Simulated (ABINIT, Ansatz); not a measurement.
**Sr (Strontium): phonons by linear response**

Aim: the phonon dispersion of Sr (Strontium), checked by a second program.

Main program and level: ABINIT 10.8.3; DFT PBE, scalar-relativistic, plane waves, PseudoDojo norm-conserving pseudopotentials.

## 1. Starting point

The structure is cubic, space group Fm-3m (No. 225). Conventional cell: a = 6.085 Å, b = 6.085 Å, c = 6.085 Å, α = 90.00°, β = 90.00°, γ = 90.00°. Nearest to Sr lie 12 Sr at 4.30 Å.

## 2. A probe with smearing

A first run with smearing and empty bands tells whether the crystal has a gap, which decides between fixed occupations and smearing later on.

Input file probe.abi:

```
# ground state
tolvrs 1.0d-08
prtden 1
prtwf 1

# basis, mesh and filling
ecut 28.0
ngkpt 6 6 6
nshiftk 1
shiftk 0.0 0.0 0.0
istwfk *1
occopt 7
tsmear 0.005
nband 11
nstep 100
diemac 9.0
prtebands 0
prtgsr 0

# cell and atoms
acell 3*1.0 Angstrom
rprim 
    0.0 3.04235 3.04235
    3.04235 0.0 3.04235
    3.04235 3.04235 0.0
ntypat 1
znucl 38
natom 1
typat 1
xred 
    0.0 0.0 0.0
pp_dirpath "./pseudo"
pseudos "Sr.upf"
```

Run with:

```
$ OMP_NUM_THREADS=1 mpirun -n 4 abinit probe.abi > probe.log
```

Numbers of over 12 decimals in the logs are rounded to 6 here.

probe.abo, the main output file:

```text
[banners, grids, parts of the stress and lines that vanish by symmetry left out]
- input  file    -> probe.abi
- output file    -> probe.abo
- root for input  files -> probei
[...]
Symmetries : space group Fm -3 m (#225); Bravais cF (face-center cubic)
[...]
mpw =        2733          nfft =       64000          nkpt =          16
[...]
== DATASET  1 ==================================================================
[...]
cutoff_energies: {ecut:  28.0, pawecutdg:  -1.0, }
[...]
ETOT  1  -34.224798661256    -3.422E+01 3.126E-02 9.262E-01
 ETOT  2  -34.232766845119    -7.968E-03 3.273E-04 8.012E-02
 ETOT  3  -34.232771065894    -4.221E-06 3.269E-04 2.163E-03
 ETOT  4  -34.232771415110    -3.492E-07 1.634E-04 1.546E-04
 ETOT  5  -34.232771422699    -7.589E-09 2.128E-04 9.182E-06
 ETOT  6  -34.232771423552    -8.537E-10 1.607E-04 4.647E-08
 ETOT  7  -34.232771423558    -5.286E-12 1.579E-04 1.630E-09
 At SCF step    7       vres2   =  1.63E-09 < tolvrs=  1.00E-08 =>converged.
[...]
sigma(1 1)=  1.84591442E-05  sigma(3 2)=  0.00000000E+00
  sigma(2 2)=  1.84591442E-05  sigma(3 1)=  0.00000000E+00
  sigma(3 3)=  1.84591442E-05  sigma(2 1)=  0.00000000E+00
[...]
convergence: {deltae: -5.286E-12, res2:  1.630E-09, residm:  1.579E-04, diffor: null, }
etotal    :  -3.42327714E+01
[...]
sigma(1 1)=  1.84591442E-05  sigma(3 2)=  0.00000000E+00
  sigma(2 2)=  1.84591442E-05  sigma(3 1)=  0.00000000E+00
  sigma(3 3)=  1.84591442E-05  sigma(2 1)=  0.00000000E+00
[...]
- sigma(1 1)=  5.43086772E-01  sigma(3 2)=  0.00000000E+00
- sigma(2 2)=  5.43086772E-01  sigma(3 1)=  0.00000000E+00
- sigma(3 3)=  5.43086772E-01  sigma(2 1)=  0.00000000E+00
[...]
fcart     -0.0000000000E+00 -0.0000000000E+00 -0.0000000000E+00
           strten      1.8459144190E-05  1.8459144190E-05  1.8459144190E-05
================================================================================

[key lines of the parts left out:]
pressure_GPa:  -5.4309E-01
```

The job ended after 3.7 s (4 MPI ranks of Arm Neoverse V2, shared host).

Numbers from this step:

| Property | Result |
| --- | --- |
| volume per atom | 56.32 Å³ |
| pressure | -0.5431 GPa |
| gap on the k-mesh | 0.03701 eV |

A gap of 0.037 eV on this mesh is too small to trust, so smearing is kept; the printed pressure holds the stress of the finite basis too.

## 3. Relaxing the cell and atoms

The harmonic expansion needs vanishing forces, and a free crystal bears no stress, so cell and atoms are brought to rest. Stress is more sensitive to the basis than forces are: the last 3 Ha under the cutoff are smoothed with ecutsm, and the cutoff is raised above that of the later runs.

Input file relax.abi:

```
# relaxation
ionmov 2
optcell 2
dilatmx 1.08
ntime 40
tolmxf 1.0d-05
tolvrs 1.0d-14
prtwf 0
prtden 0
chksymtnons 0

# basis, mesh and filling
ecut 35.0
ecutsm 3.0
ngkpt 10 10 10
nshiftk 1
shiftk 0.0 0.0 0.0
istwfk *1
occopt 7
tsmear 0.001
nband 11
nstep 100
diemac 9.0
prtebands 0
prtgsr 0

# cell and atoms
acell 3*1.0 Angstrom
rprim 
    0.0 3.04235 3.04235
    3.04235 0.0 3.04235
    3.04235 3.04235 0.0
ntypat 1
znucl 38
natom 1
typat 1
xred 
    0.0 0.0 0.0
pp_dirpath "./pseudo"
pseudos "Sr.upf"
```

Run with:

```
$ OMP_NUM_THREADS=1 mpirun -n 4 abinit relax.abi > relax.log
```

relax.abo, the main output file:

```text
[banners, grids, parts of the stress and lines that vanish by symmetry left out]
- input  file    -> relax.abi
- output file    -> relax.abo
- root for input  files -> relaxi
[...]
Symmetries : space group Fm -3 m (#225); Bravais cF (face-center cubic)
[...]
mpw =        4766          nfft =      110592          nkpt =          47
[...]
== DATASET  1 ==================================================================
[...]
cutoff_energies: {ecut:  35.0, pawecutdg:  -1.0, }
[...]
ETOT  1  -34.224932509247    -3.422E+01 4.246E-02 1.634E+00
 ETOT  2  -34.233486304904    -8.554E-03 1.731E-02 7.640E-02
 ETOT  3  -34.233487947503    -1.643E-06 1.002E-03 1.589E-03
 ETOT  4  -34.233488015984    -6.848E-08 9.557E-04 1.406E-04
 ETOT  5  -34.233488021865    -5.881E-09 9.170E-04 2.039E-06
[...]
At SCF step   10       vres2   =  1.48E-16 < tolvrs=  1.00E-14 =>converged.
[...]
sigma(1 1)=  1.12890737E-05  sigma(3 2)=  0.00000000E+00
  sigma(2 2)=  1.12890737E-05  sigma(3 1)=  0.00000000E+00
  sigma(3 3)=  1.12890737E-05  sigma(2 1)=  0.00000000E+00
[...]
convergence: {deltae: -1.002E-12, res2:  1.485E-16, residm:  6.933E-05, diffor: null, }
etotal    :  -3.42334880E+01
[...]
ETOT  1  -34.233490276650    -3.423E+01 1.211E-02 3.777E-02
[...]
At SCF step    9       vres2   =  5.63E-17 < tolvrs=  1.00E-14 =>converged.
[...]
sigma(1 1)=  1.09560778E-05  sigma(3 2)=  0.00000000E+00
  sigma(2 2)=  1.09560778E-05  sigma(3 1)=  0.00000000E+00
  sigma(3 3)=  1.09560778E-05  sigma(2 1)=  0.00000000E+00
[...]
convergence: {deltae: -6.963E-13, res2:  5.630E-17, residm:  1.173E-05, diffor: null, }
etotal    :  -3.42334923E+01
[...]
ETOT  1  -34.231598683455    -3.423E+01 5.381E+00 3.702E+01
[...]
At SCF step   10       vres2   =  2.22E-16 < tolvrs=  1.00E-14 =>converged.
[...]
sigma(1 1)= -5.84637217E-07  sigma(3 2)=  0.00000000E+00
  sigma(2 2)= -5.84637217E-07  sigma(3 1)=  0.00000000E+00
  sigma(3 3)= -5.84637217E-07  sigma(2 1)=  0.00000000E+00
[...]
convergence: {deltae:  5.059E-12, res2:  2.220E-16, residm:  6.142E-07, diffor: null, }
etotal    :  -3.42335573E+01
[...]
ETOT  1  -34.233552538094    -3.423E+01 2.349E-07 9.261E-02
[...]
ETOT  8  -34.233557468901     1.059E-12 5.279E-07 2.299E-14
 ETOT  9  -34.233557468901    -1.492E-13 1.540E-07 9.902E-17
 At SCF step    9       vres2   =  9.90E-17 < tolvrs=  1.00E-14 =>converged.
[...]
sigma(1 1)=  2.17531865E-08  sigma(3 2)=  0.00000000E+00
  sigma(2 2)=  2.17531865E-08  sigma(3 1)=  0.00000000E+00
  sigma(3 3)=  2.17531865E-08  sigma(2 1)=  0.00000000E+00
[...]
convergence: {deltae: -1.492E-13, res2:  9.902E-17, residm:  1.540E-07, diffor: null, }
etotal    :  -3.42335575E+01
[...]
At Broyd/MD step   4, gradients are converged :
[...]
sigma(1 1)=  2.17531865E-08  sigma(3 2)=  0.00000000E+00
  sigma(2 2)=  2.17531865E-08  sigma(3 1)=  0.00000000E+00
  sigma(3 3)=  2.17531865E-08  sigma(2 1)=  0.00000000E+00
[...]
- sigma(1 1)=  6.40000842E-04  sigma(3 2)=  0.00000000E+00
- sigma(2 2)=  6.40000842E-04  sigma(3 1)=  0.00000000E+00
- sigma(3 3)=  6.40000842E-04  sigma(2 1)=  0.00000000E+00
[...]
fcart     -0.0000000000E+00 -0.0000000000E+00 -0.0000000000E+00
           strten      2.1753186474E-08  2.1753186475E-08  2.1753186475E-08
================================================================================

[key lines of the parts left out:]
pressure_GPa:  -6.4000E-04
Total energy (etotal) [Ha]= -3.42335574689007E+01
```

Wall time 51 s (4 MPI ranks); 3.4 min of CPU time.

Step by step:

```
step  energy less that of the first step (eV)  largest force (eV/Å)  volume (Å³)
   1                                   0.0000                0.0000        56.32
   2                                  -0.0001                0.0000        56.26
   3                                  -0.0019                0.0000        54.46
   4                                  -0.0019                0.0000        54.55
```

```
conventional cell, symmetrised  before  after  change
                         a (Å)   6.085  6.020  -1.1 %
                         b (Å)   6.085  6.020  -1.1 %
                         c (Å)   6.085  6.020  -1.1 %
              volume (Å³/atom)   56.32  54.55  -3.1 %
```

The relaxed structure:

```
Sr
1.0
     0.00000    3.01016    3.01016
     3.01016    0.00000    3.01016
     3.01016    3.01016    0.00000
Sr
1
Direct
  0.00000 0.00000 0.00000
```

Read from the output:

| Property | Result |
| --- | --- |
| volume per atom | 54.55 Å³ |
| pressure | -6.40e-4 GPa |
| gap on the k-mesh | 0 eV |

The volume changes by -3.1 % in this run and stands -3.1 % from the first cell.

## 4. Ground state

The response is built on these wavefunctions, so the potential is converged far more tightly than an energy would need. Smearing stays on, as the first look found no gap above 0.3 eV.

Input file gs.abi:

```
# ground state
tolvrs 1.0d-16
prtden 1
prtwf 1

# basis, mesh and filling
ecut 28.0
ngkpt 12 12 12
nshiftk 1
shiftk 0.0 0.0 0.0
istwfk *1
occopt 7
tsmear 0.001
nband 11
nstep 100
diemac 9.0
prtebands 0
prtgsr 0

# cell and atoms
acell 3*1.0 Angstrom
rprim 
    0.0 3.010158422 3.010158422
    3.010158422 0.0 3.010158422
    3.010158422 3.010158422 0.0
ntypat 1
znucl 38
natom 1
typat 1
xred 
    0.0 0.0 0.0
pp_dirpath "./pseudo"
pseudos "Sr.upf"
```

Run with:

```
$ OMP_NUM_THREADS=1 mpirun -n 4 abinit gs.abi > gs.log
```

gs.abo, the main output file:

```text
[banners, grids, parts of the stress and lines that vanish by symmetry left out]
- input  file    -> gs.abi
- output file    -> gs.abo
- root for input  files -> gsi
[...]
Symmetries : space group Fm -3 m (#225); Bravais cF (face-center cubic)
[...]
mpw =        2661          nfft =       64000          nkpt =          72
[...]
== DATASET  1 ==================================================================
[...]
cutoff_energies: {ecut:  28.0, pawecutdg:  -1.0, }
[...]
ETOT  1  -34.225726996177    -3.423E+01 5.413E-02 8.953E-01
 ETOT  2  -34.233274122436    -7.547E-03 4.220E-03 5.035E-02
 ETOT  3  -34.233276647121    -2.525E-06 5.785E-03 1.346E-03
 ETOT  4  -34.233276809260    -1.621E-07 9.192E-04 1.126E-04
 ETOT  5  -34.233276815449    -6.189E-09 4.243E-04 3.275E-06
[...]
ETOT  9  -34.233276815746    -3.290E-12 3.181E-05 3.364E-14
 ETOT 10  -34.233276815744     2.792E-12 3.052E-05 9.799E-17
 At SCF step   10       vres2   =  9.80E-17 < tolvrs=  1.00E-16 =>converged.
[...]
sigma(1 1)=  1.00758794E-05  sigma(3 2)=  0.00000000E+00
  sigma(2 2)=  1.00758794E-05  sigma(3 1)=  0.00000000E+00
  sigma(3 3)=  1.00758794E-05  sigma(2 1)=  0.00000000E+00
[...]
convergence: {deltae:  2.792E-12, res2:  9.799E-17, residm:  3.052E-05, diffor: null, }
etotal    :  -3.42332768E+01
[...]
sigma(1 1)=  1.00758794E-05  sigma(3 2)=  0.00000000E+00
  sigma(2 2)=  1.00758794E-05  sigma(3 1)=  0.00000000E+00
  sigma(3 3)=  1.00758794E-05  sigma(2 1)=  0.00000000E+00
[...]
- sigma(1 1)=  2.96442608E-01  sigma(3 2)=  0.00000000E+00
- sigma(2 2)=  2.96442608E-01  sigma(3 1)=  0.00000000E+00
- sigma(3 3)=  2.96442608E-01  sigma(2 1)=  0.00000000E+00
[...]
fcart     -0.0000000000E+00 -0.0000000000E+00 -0.0000000000E+00
           strten      1.0075879431E-05  1.0075879431E-05  1.0075879431E-05
================================================================================

[key lines of the parts left out:]
pressure_GPa:  -2.9644E-01
```

Elapsed: 14 s, on 4 MPI ranks.

This step gave:

| Property | Result |
| --- | --- |
| pressure | -0.2964 GPa |

The cell stands at -0.30 GPa: the relaxation ran with a smoothed and higher cutoff and on another k mesh.

(Continued in part 2 of 4.)

[Host names and launcher messages were left out of these logs when they were recorded.]

[Logs are printed without paths, hosts, clocks, repeated set-up lines and the standing remarks that a program may print on its own settings, such as how far it seeks lower states.]

[Hosts, paths, dates, database ids (printed as entryN), source tags and the programs' standing remarks are cut or masked in the printed files.]
